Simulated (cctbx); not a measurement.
# Resonant diffraction in RbCo2S4

Space group P1 (no. 1), a = 3.8790 Å, b = 6.8830 Å, c = 7.3780 Å, α = 98.20°, β = 103.95°, γ = 91.67°.

```csv
atom,mult.,x,y,z,Ueq (Å²)
Rb1,1,0.7255,0.5978,0.4475,0.0211
Co1,1,0.5069,0.5066,0.9954,0.0242
Co2,1,0.0001,0.0071,0.0114,0.0243
S1,1,0.4065,0.1414,0.8281,0.0228
S2,1,0.9002,0.6200,0.7989,0.0164
S3,1,0.5953,0.8507,0.1849,0.0237
S4,1,0.0800,0.3906,0.1970,0.0356
```

The model was made for the exercise: a known structure type with other elements put in, its volume estimated, not relaxed; displacement parameters are assumed.

Calculated with cctbx: free-atom f′ and f″ from the Sasaki tables, no fine structure; amplitudes in electrons.

| E (eV) | F 1 0 0 | F 0 2 1 | F 0 0 2 | F 0 1 0 |
| --- | --- | --- | --- | --- |
| 7109 | 33.4 | 62.1 | 33.4 | 38.6 |
| 7459 | 33.3 | 60.6 | 32.0 | 38.5 |
| 7589 | 33.2 | 59.3 | 30.8 | 38.5 |
| 7649 | 33.2 | 58.1 | 29.8 | 38.5 |
| 7679 | 33.1 | 56.8 | 28.7 | 38.5 |
| 7694 | 33.1 | 55.5 | 27.6 | 38.5 |
| 7701 | 33.1 | 54.4 | 26.7 | 38.5 |
| 7705 | 33.0 | 53.2 | 25.8 | 38.5 |
| 7713 | 33.0 | 50.4 | 21.2 | 38.5 |
| 7717 | 33.0 | 51.9 | 22.5 | 38.5 |
| 7724 | 33.1 | 53.2 | 23.7 | 38.5 |
| 7739 | 33.1 | 54.7 | 25.1 | 38.5 |
| 7769 | 33.1 | 56.1 | 26.4 | 38.5 |
| 7859 | 33.1 | 58.0 | 28.3 | 38.5 |
| 8109 | 33.1 | 60.1 | 30.3 | 38.4 |

**Question.** Which edge is crossed, and why do the reflections move as they do?

The K edge of Co. The edge is at 7709 eV. f′ of Co falls from -3.9 e at 7589 eV to -7.4 e at 4 eV below it, and f″ steps from 0.47 to 3.93 e across it. Over that approach |F| changes by -1 % (1 0 0), -10 % (0 2 1), -16 % (0 0 2) and +0 % (0 1 0): a reflection falls where Co scatters in phase with the total and rises where it scatters against it; it hardly moves where the Co term is small or cancels by symmetry or lies in quadrature to the total. The f″ term interferes with the normal scattering with opposite sign for the two Friedel mates. The largest Friedel difference in the scan is 35.3 % of the mean (0 0 2, at 7713 eV).

[Logs are printed without paths, hosts, clocks, repeated set-up lines and the standing remarks that a program may print on its own settings, such as how far it seeks lower states.]
